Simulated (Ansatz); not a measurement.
# H-terminated Si(111) with 3 oxygen atoms in back bonds of a 2×2 cell: bands and core levels

Aim: core-level components, unfolded bands and work function of H-terminated Si(111) with 3 oxygen atoms in back bonds of a 2×2 cell.

Method: DFT, PBE, plane-wave PAW, default files, scalar-relativistic, in Ansatz 0.2.0.

Most raw output is cut from this account.

### Step 1. The starting structure

The cell holds 35 atoms: 8 H, 24 Si and 3 O. Its edges and angles: a = 7.679 Å, b = 7.679 Å, c = 24.784 Å, α = 90.0°, β = 90.0°, γ = 60.0°. It derives from Si. How the cell was made: terminated face; group: H; share of top atoms: 0.25; rest: H; oxygen in back bonds: 3; lower face: H. Regions: ad, 7 atoms (4 H and 3 O); L1, 4 atoms (4 Si); L2, 4 atoms (4 Si); L3, 4 atoms (4 Si); mid, 4 atoms (4 Si); rest, 12 atoms (8 Si and 4 H). Vacuum lies along c.

### Step 2. Bands by layer

The main run: bands along the zone's path, each state's share in the top and middle regions, the DOS and the planar potential. The cell holds 4 small cells, so the bands are unfolded.

input.yaml

```yaml
crystal:
  lattice:
    - [7.6791796437, 0.0, 0.0]
    - [3.8395898218, 6.6503646517, 0.0]
    - [0.0, 0.0, 24.7837769138]
  atoms:
    - { symbol: H, position: [0.0, 0.0, 0.7425732406] }
    - { symbol: H, position: [0.4890101088, 0.0219797824, 0.6825574827] }
    - { symbol: H, position: [0.0219797824, 0.4890101088, 0.6825574827] }
    - { symbol: H, position: [0.4890101088, 0.4890101088, 0.6825574827] }
    - { symbol: Si, position: [0.0, 0.0, 0.6831088325] }
    - { symbol: O, position: [0.8885241368, 0.2229517264, 0.6579249871] }
    - { symbol: O, position: [0.8885241368, 0.8885241368, 0.6579249871] }
    - { symbol: O, position: [0.2229517264, 0.8885241368, 0.6579249871] }
[... 23 atom lines left out ...]
    - { symbol: H, position: [0.0, 0.0, 0.282442826] }
    - { symbol: H, position: [0.5, 0.0, 0.282442826] }
    - { symbol: H, position: [0.0, 0.5, 0.282442826] }
    - { symbol: H, position: [0.5, 0.5, 0.282442826] }
kpoints:
  mp_grid: { grid: [3, 3, 1] }
scf:
  occupations: { method: fermi_dirac, width: 0.02 }
  n_extra_bands: 38
hamiltonian:
  xc: pbe
  pseudopotentials: { kind: paw }
output:
  forces: true
  write_potential: true
  volumetric_format: []
  efg: { contact_densities: true }
  dos:
    projected:
      site_lists:
        adsorbate: [0, 5, 6, 7, 1, 2, 3]
        layer_1: [4, 8, 9, 10]
        layer_2: [11, 12, 13, 14]
        layer_3: [15, 16, 17, 18]
        middle: [19, 20, 21, 22]
        other_layers: [23, 24, 25, 26, 27, 28, 29, 30, 31, 32, 33, 34]
    de: 0.05
    e_range: [-30, 12]
    method: { smearing: { sigma: 0.12, scheme: gaussian } }
  eigenstates:
    kpoints:
      - [0.33333333, -0.33333333, 0.0]
      - [0.25, -0.375, 0.0]
      - [0.16666667, -0.41666667, 0.0]
      - [0.08333333, -0.45833333, 0.0]
      - [0.0, 0.5, 0.0]
      - [-0.08333333, 0.45833333, 0.0]
      # [... 29 more points ...]
      - [0.25, 0.5, 0.0]
      - [0.29166667, -0.41666667, 0.0]
    e_range: [-8.0, 6.0]
    unfold:
      supercell_matrix: [[2, 0, 0], [0, 2, 0], [0, 0, 1]]
      layers:
        axis: 3
        edges: [0.121047, 0.390696, 0.390796, 0.610671, 0.610771, 0.903966]
efield:
  axis: 3
  dipole_correction: true
```

Run with:

```
> ansatz run input.yaml --threads 4 --pin off --max-ram 8192MiB --backend cpu --events-out ev --progress --plain --runs-dir out
```

Wall time 2.7 min (4 threads of Intel Xeon at 2.80GHz (Skylake/Cascade Lake), shared host); peak memory 4.9 GiB; 11 min of CPU time.

This step gave:

```
free energy                                                         : -17088.3415 eV
Fermi energy                                                        : 0.06852 eV
symmetry operations                                                 : 6
gap on the k-mesh                                                   : 1.085 eV
zero of energy                                                      : valence-band maximum
share of occupied states in no projected shell                      : 0.0131 of the occupied states in the window
ionisation potential, upper face                                    : 5.018 eV
upper vacuum level less the lowest empty level (Kohn–Sham affinity) : 3.933 eV
ionisation potential, lower face                                    : 4.772 eV
```

A(k,E), total over k along the path and E. Zero: valence-band maximum.

Ten even steps from '_' (0.13 eV⁻¹) to '@' (4.86 eV⁻¹), each cell a mean:
```
::--==++++++++==**++====--======****==--::::::::::::--==--::
======**********##%%++========**%%**++====----::::::--++====
..::::--**##%%##++++##**++**##%%##++==--------------==--::..
....::::----++****####@@@@@@%%**==----::::::::::--====--....
==--::::----====++****++++++++++==------::::::::::--++----==
::::--::::::..::::--==++++++++==--------==--------==::::::::
......................::--::....::::::::::----==--::........
______________________......____......::::::::::::..________
________________________..__________________________________
____________________..--====::..____________________________
______..........::==++######**==--::::::..............______
..........::::==++++**++==++****======----::::::............
......::::::--========::....--========--------------::::....
::------==++======--..______..::--------==============----::
----====++++====--::....__......--==--::::::::::::--====----
++++++++======----::::::..::::::::----------------==++++++++
========------::::::::::::::::::::------====++++++======++==
::::::::::::::......................::::::........::::::::::
::::....::::::::::::::......::::::::::::::::............::::
....::--::::::::::..............::::::::::::..____..........
::::::......::::..................::::::::::::::::::::::::::
......::::....................__........::::::..............
```
Columns: k along the path (Å⁻¹) from 0 to 2.58; rows upwards: E (eV) from -7.15 to 5.63.

A(k,E), top over k along the path and E. Zero: valence-band maximum.

Values in eV⁻¹, 12 rows by 16 columns, each cell a mean:
```
0.52 0.55 0.62 0.73 0.84 0.75 0.70 0.71 0.78 0.78 0.60 0.47 0.43 0.46 0.54 0.52
0.23 0.30 0.40 0.50 0.51 0.63 0.67 0.66 0.62 0.46 0.35 0.34 0.36 0.35 0.31 0.23
0.24 0.23 0.23 0.24 0.31 0.37 0.35 0.36 0.33 0.25 0.25 0.21 0.20 0.25 0.24 0.24
0.12 0.11 0.12 0.14 0.16 0.18 0.22 0.21 0.16 0.16 0.17 0.21 0.22 0.17 0.12 0.12
0.03 0.04 0.04 0.04 0.05 0.09 0.11 0.10 0.08 0.08 0.08 0.09 0.09 0.07 0.04 0.03
0.12 0.14 0.14 0.12 0.18 0.30 0.38 0.35 0.25 0.19 0.19 0.23 0.23 0.21 0.16 0.12
0.31 0.27 0.29 0.34 0.34 0.31 0.27 0.29 0.32 0.31 0.28 0.23 0.22 0.23 0.26 0.31
0.38 0.41 0.42 0.42 0.37 0.25 0.18 0.20 0.30 0.40 0.37 0.28 0.23 0.28 0.36 0.38
0.71 0.68 0.69 0.69 0.70 0.66 0.58 0.61 0.67 0.68 0.71 0.75 0.76 0.78 0.76 0.72
0.46 0.51 0.52 0.48 0.48 0.60 0.74 0.69 0.54 0.49 0.55 0.65 0.71 0.62 0.51 0.46
0.50 0.49 0.48 0.51 0.52 0.46 0.41 0.43 0.49 0.52 0.44 0.33 0.29 0.35 0.45 0.50
0.24 0.23 0.30 0.34 0.31 0.28 0.26 0.27 0.29 0.31 0.32 0.23 0.21 0.20 0.22 0.24
```
Columns: k along the path (Å⁻¹) from 0 to 2.58; rows upwards: E (eV) from -7.15 to 5.63.

A(k,E), middle over k along the path and E. Zero: valence-band maximum.

Ten even steps from '_' (0.08 eV⁻¹) to '@' (2.20 eV⁻¹), each cell a mean:
```
..::++======----====::::::::::::==++::::..::::::::::::--::..
----++####**++++**##--::::::--++##++====------::::::--====--
....::==##@@@@##++==**==--==++%%##++==============--====::..
....::--====**######%%@@@@@@@@##======--::::::----++++==....
++====--====++**##%%%%########**++----==--::::::--==##++++++
----====----::----==**##**####++====--============++--------
::::......::::::::..::--==--::::------------====++==::::::::
____________________................::--========--....______
________________________....________________....____________
____________________::--++==::....__________________________
____............--==**##@@%%**====--::::::::::..........____
..........::--==++**####++**%%##++======--::::::::..........
::::::::::--==++++++++::..::==++++++++============--::::::::
----======++++==++==....____..--------==++++****++++++==----
------==++++====--::..______....------::::::::::--====------
----====----::--::..............::--::::::::::::::--==------
======--::::--::..______________..::--::::::::::::::--======
--::::::::--::______________________::--....____......::::--
::......::::........____________........::::..............::
....::--::..............................::::..____..........
::::::......::......................::::..::----------::::::
____..::::......______......________....::::::::::......____
```
Columns: k along the path (Å⁻¹) from 0 to 2.58; rows upwards: E (eV) from -7.15 to 5.63.

A(k,E), bottom over k along the path and E. Zero: valence-band maximum.

Values in eV⁻¹, 12 rows by 16 columns, each cell a mean:
```
0.55 0.85 1.18 0.98 1.00 0.62 0.37 0.41 0.89 0.99 0.62 0.46 0.39 0.41 0.68 0.62
0.34 0.51 0.89 1.20 1.10 1.39 1.47 1.53 1.35 0.77 0.52 0.49 0.51 0.56 0.72 0.36
0.47 0.42 0.43 0.54 0.81 1.05 0.99 0.99 0.72 0.49 0.47 0.35 0.31 0.61 0.51 0.47
0.15 0.15 0.13 0.13 0.15 0.22 0.47 0.37 0.30 0.43 0.51 0.62 0.68 0.46 0.19 0.15
0.03 0.03 0.04 0.04 0.06 0.11 0.20 0.16 0.10 0.09 0.14 0.21 0.20 0.09 0.04 0.03
0.03 0.04 0.06 0.10 0.25 0.68 1.12 0.96 0.50 0.26 0.14 0.10 0.09 0.06 0.04 0.03
0.10 0.13 0.20 0.44 0.77 0.83 0.47 0.64 0.81 0.66 0.60 0.52 0.49 0.28 0.12 0.10
0.35 0.42 0.71 0.73 0.66 0.25 0.11 0.13 0.45 0.53 0.45 0.51 0.53 0.67 0.51 0.35
1.03 1.01 0.77 0.61 0.32 0.22 0.21 0.21 0.24 0.48 0.58 0.52 0.53 0.63 0.93 1.03
0.35 0.29 0.24 0.24 0.16 0.16 0.17 0.17 0.15 0.20 0.27 0.27 0.26 0.24 0.28 0.35
0.11 0.24 0.36 0.33 0.32 0.30 0.28 0.29 0.31 0.33 0.35 0.27 0.12 0.11 0.11 0.11
0.33 0.32 0.29 0.22 0.18 0.17 0.17 0.17 0.17 0.19 0.26 0.38 0.44 0.43 0.38 0.34
```
Columns: k along the path (Å⁻¹) from 0 to 2.58; rows upwards: E (eV) from -7.15 to 5.63.

Peaks of A(k,E) at the labelled points: for each region the eleven nearest the zero at most, each over 6 % of that point's highest, less those above the energy where the solved bands run out; weight and spread sum the levels within three half widths or 0.3 eV, so near peaks share levels. Peaks of the spectral function, the first 40 of 127 rows:

| point | weight on | E (eV) | A (1/eV) | weight near the peak | rms spread of levels (eV) |
| --- | --- | --- | --- | --- | --- |
| K | total | -5.03 | 1.341 | 1.199 | 0.297 |
| K | total | -4.25 | 2.474 | 2.707 | 0.288 |
| K | total | -3.75 | 3.02 | 3.815 | 0.351 |
| K | total | -3.41 | 2.955 | 3.467 | 0.305 |
| K | total | -3.05 | 2.271 | 2.73 | 0.308 |
| K | total | -2.39 | 1.68 | 1.881 | 0.335 |
| K | total | -1.91 | 1.326 | 1.607 | 0.381 |
| K | total | -1.35 | 1.056 | 1.147 | 0.356 |
| K | total | 1.87 | 1.185 | 0.817 | 0.152 |
| K | total | 2.87 | 3.159 | 2.096 | 0.091 |
| K | total | 4.77 | 2.946 | 2.621 | 0.245 |
| K | top | -4.59 | 0.477 | 0.552 | 0.343 |
| K | top | -4.27 | 0.464 | 0.633 | 0.358 |
| K | top | -3.73 | 0.754 | 0.792 | 0.281 |
| K | top | -3.41 | 0.814 | 0.99 | 0.319 |
| K | top | -3.03 | 0.702 | 0.878 | 0.309 |
| K | top | -1.83 | 0.278 | 0.319 | 0.34 |
| K | top | -1.33 | 0.369 | 0.417 | 0.351 |
| K | top | -0.93 | 0.343 | 0.417 | 0.285 |
| K | top | 1.87 | 0.165 | 0.102 | 0.137 |
| K | top | 2.87 | 0.421 | 0.27 | 0.08 |
| K | top | 4.79 | 0.644 | 0.761 | 0.292 |
| K | middle | -4.25 | 1.414 | 1.131 | 0.235 |
| K | middle | -3.79 | 0.854 | 1.42 | 0.368 |
| K | middle | -3.39 | 0.898 | 1.018 | 0.319 |
| K | middle | -3.01 | 0.971 | 1.028 | 0.306 |
| K | middle | -2.37 | 0.975 | 1.106 | 0.323 |
| K | middle | -1.91 | 0.793 | 1.018 | 0.382 |
| K | middle | -1.35 | 0.588 | 0.627 | 0.325 |
| K | middle | -0.69 | 0.389 | 0.249 | 0.171 |
| K | middle | 1.87 | 0.854 | 0.606 | 0.151 |
| K | middle | 2.87 | 1.871 | 1.254 | 0.095 |
| K | middle | 4.77 | 1.195 | 0.983 | 0.221 |
| K | bottom | -6.49 | 0.76 | 0.469 | 0.021 |
| K | bottom | -3.75 | 1.419 | 1.54 | 0.291 |
| K | bottom | -3.45 | 1.254 | 1.445 | 0.246 |
| K | bottom | -2.35 | 0.403 | 0.359 | 0.286 |
| K | bottom | 2.87 | 0.866 | 0.571 | 0.088 |
| K | bottom | 4.75 | 1.112 | 0.876 | 0.194 |
| Γ | total | -3.23 | 1.41 | 0.928 | 0.23 |

The DOS has structure finer than the step of the table below, so its rows give means over 1 eV, whole bins alone (the curve runs from -22.6 to 5.17 eV). Peaks (eV: height): total -2.3: 22.0, -1.2: 22.1, 3.0: 24.8, 4.5: 31.7; Si 3p -2.3: 18.5, -1.2: 19.4, 3.0: 14.8, 4.5: 15.9; Si 3s -9.9: 5.76, -9.4: 8.22, -9.1: 10.4, -8.3: 8.46; O 2p -5.9: 2.82, -5.3: 4.20, -4.5: 3.85, -4.0: 7.52; H 1s -5.1: 1.49, -3.7: 3.23, -3.0: 2.11, -2.5: 1.75.

Table of DOS by E, zero at the valence-band maximum; means over each step; values in states/eV/cell:

| E (eV) | total | Si 3p | Si 3s | O 2p | H 1s | O 2s |
| --- | --- | --- | --- | --- | --- | --- |
| -22 | 0 | 0 | 0 | 0 | 0 | 0 |
| -21 | 1.98 | 0.234 | 0.353 | 0.0351 | 0.00766 | 1.34 |
| -20 | 3.91 | 0.661 | 0.192 | 0.0226 | 0.00127 | 3.00 |
| -19 | 0.113 | 0.0191 | 0.00544 | 6.5e-4 | 3.4e-5 | 0.0867 |
| -18 | 0 | 0 | 0 | 0 | 0 | 0 |
| -17 | 0 | 0 | 0 | 0 | 0 | 0 |
| -16 | 0 | 0 | 0 | 0 | 0 | 0 |
| -15 | 0 | 0 | 0 | 0 | 0 | 0 |
| -14 | 0 | 0 | 0 | 0 | 0 | 0 |
| -13 | 0 | 0 | 0 | 0 | 0 | 0 |
| -12 | 0.0977 | 0.00418 | 0.0833 | 0.00728 | 0.00228 | 0 |
| -11 | 3.95 | 0.580 | 2.70 | 0.527 | 0.110 | 0.00719 |
| -10 | 7.16 | 1.59 | 4.52 | 0.734 | 0.232 | 0.0389 |
| -9 | 8.78 | 2.21 | 5.33 | 0.810 | 0.331 | 0.0401 |
| -8 | 6.55 | 1.92 | 3.32 | 0.713 | 0.519 | 0.0208 |
| -7 | 8.43 | 3.20 | 3.24 | 1.23 | 0.624 | 0.0432 |
| -6 | 9.72 | 4.33 | 3.09 | 1.29 | 0.809 | 0.0732 |
| -5 | 8.43 | 3.54 | 1.53 | 2.27 | 0.887 | 0.0722 |
| -4 | 16.0 | 8.45 | 1.19 | 3.92 | 2.09 | 0.0721 |
| -3 | 15.3 | 10.5 | 0.909 | 2.03 | 1.61 | 0.0261 |
| -2 | 16.6 | 14.2 | 0.757 | 0.695 | 0.727 | 0.0183 |
| -1 | 12.3 | 10.3 | 0.337 | 0.906 | 0.400 | 0.0543 |
| 0 | 2.71 | 2.33 | 0.0525 | 0.222 | 0.0148 | 0.0104 |
| 1 | 2.51 | 1.50 | 0.545 | 0.0749 | 0.0629 | 0.0267 |
| 2 | 9.74 | 5.55 | 2.26 | 0.206 | 0.315 | 0.0543 |
| 3 | 16.1 | 9.20 | 3.05 | 0.129 | 0.625 | 0.0603 |
| 4 | 21.4 | 11.8 | 2.61 | 0.103 | 1.12 | 0.0827 |

This run's widths, added to any smearing of the DOS itself: Gaussian 0.6 eV, Lorentzian 0.2 eV plus 0.03 an eV of depth. The intensity by binding energy, zero at the valence-band maximum; values in % of the maximum within 13 eV:

| binding energy (eV) | 21.2 eV | 100 eV | 1486.7 eV | 5414.7 eV |
| --- | --- | --- | --- | --- |
| 0 | 7.51 | 10.9 | 9.13 | 3.97 |
| 2 | 29.5 | 34.4 | 41.3 | 21.2 |
| 4 | 96.8 | 97.9 | 48.8 | 29.8 |
| 6 | 39.7 | 44.8 | 63.0 | 56.6 |
| 8 | 21.7 | 25.2 | 61.0 | 59.3 |
| 10 | 19.7 | 26.6 | 79.7 | 79.7 |
| 12 | - | 3.28 | 9.77 | 9.57 |
| 14 | - | 1.08 | 2.43 | 2.04 |
| 16 | - | 1.27 | 2.63 | 1.80 |
| 18 | - | 4.29 | 8.68 | 5.15 |
| 20 | - | 46.8 | 94.8 | 54.6 |
| 22 | - | 5.01 | 10.3 | 6.16 |

Maxima picked by a test of local sharpness, so broad peaks and shoulders can be missing; peaks within 0.45 eV of a curve's cut are left out. Valence peaks, by row:

| photon energy (eV) | binding energy (eV) | height (% of the maximum within 13 eV) | main shell | its share (%) |
| --- | --- | --- | --- | --- |
| 21.2 | 9.301 | 24.07 | O 2p | 69.73 |
| 21.2 | 7.301 | 34.39 | O 2p | 71.62 |
| 21.2 | 5.251 | 56.3 | O 2p | 74.12 |
| 21.2 | 3.851 | 100 | O 2p | 71.79 |
| 21.2 | 1.151 | 26.09 | O 2p | 59.55 |
| 100 | 19.75 | 52.51 | O 2s | 95.03 |
| 100 | 9.351 | 32.23 | O 2p | 60.29 |
| 100 | 7.301 | 39.97 | O 2p | 71.17 |
| 100 | 5.301 | 61.35 | O 2p | 78.55 |
| 100 | 3.851 | 100 | O 2p | 82.89 |
| 100 | 0.8006 | 35.37 | O 2p | 56 |
| 1487 | 19.75 | 105.9 | O 2s | 94.85 |
| 1487 | 9.301 | 100 | Si 3s | 91.36 |
| 1487 | 7.351 | 66.66 | Si 3s | 84.8 |
| 1487 | 6.351 | 65.63 | Si 3s | 79.58 |
| 1487 | 3.701 | 51.08 | Si 3s | 42.99 |
| 1487 | 2.351 | 44.36 | Si 3p | 59.56 |
| 5415 | 19.75 | 60.72 | O 2s | 93.14 |
| 5415 | 9.301 | 100 | Si 3s | 97.27 |
| 5415 | 7.301 | 61.69 | Si 3s | 95.37 |
| 5415 | 6.401 | 60.8 | Si 3s | 93.67 |
| 5415 | 3.701 | 30.37 | Si 3s | 75.34 |

From the valence-band maximum. Planar mean, electrostatic potential against z:

| z (Å) | planar mean, electrostatic potential (eV) |
| --- | --- |
| 0 | 4.93 |
| 1 | 4.83 |
| 2 | 4.77 |
| 3 | 4.77 |
| 4 | 4.77 |
| 5 | 4.77 |
| 6 | 4.63 |
| 7 | 2.22 |
| 8 | -3.93 |
| 9 | -10.9 |
| 10 | 0.0887 |
| 11 | -1.74 |
| 12 | -11.1 |
| 13 | -1.99 |
| 14 | 0.111 |
| 15 | -10.8 |
| 16 | -3.97 |
| 17 | 0.253 |
| 18 | 4.43 |
| 19 | 4.91 |
| 20 | 5.01 |
| 21 | 5.02 |
| 22 | 5.02 |
| 23 | 5.02 |
| 24 | 5.00 |

(Part 1 of 2 ends here.)

[Logs are printed without paths, hosts, clocks, repeated set-up lines and the standing remarks that a program may print on its own settings, such as how far it seeks lower states.]

[Hosts, paths, dates, database ids (printed as entryN), source tags and the programs' standing remarks are cut or masked in the printed files.]

[Maps of the electrostatic potential energy from Ansatz leave out the sawtooth potential of an applied field or a dipole correction, so their vacuum need not be flat; work functions include it.]
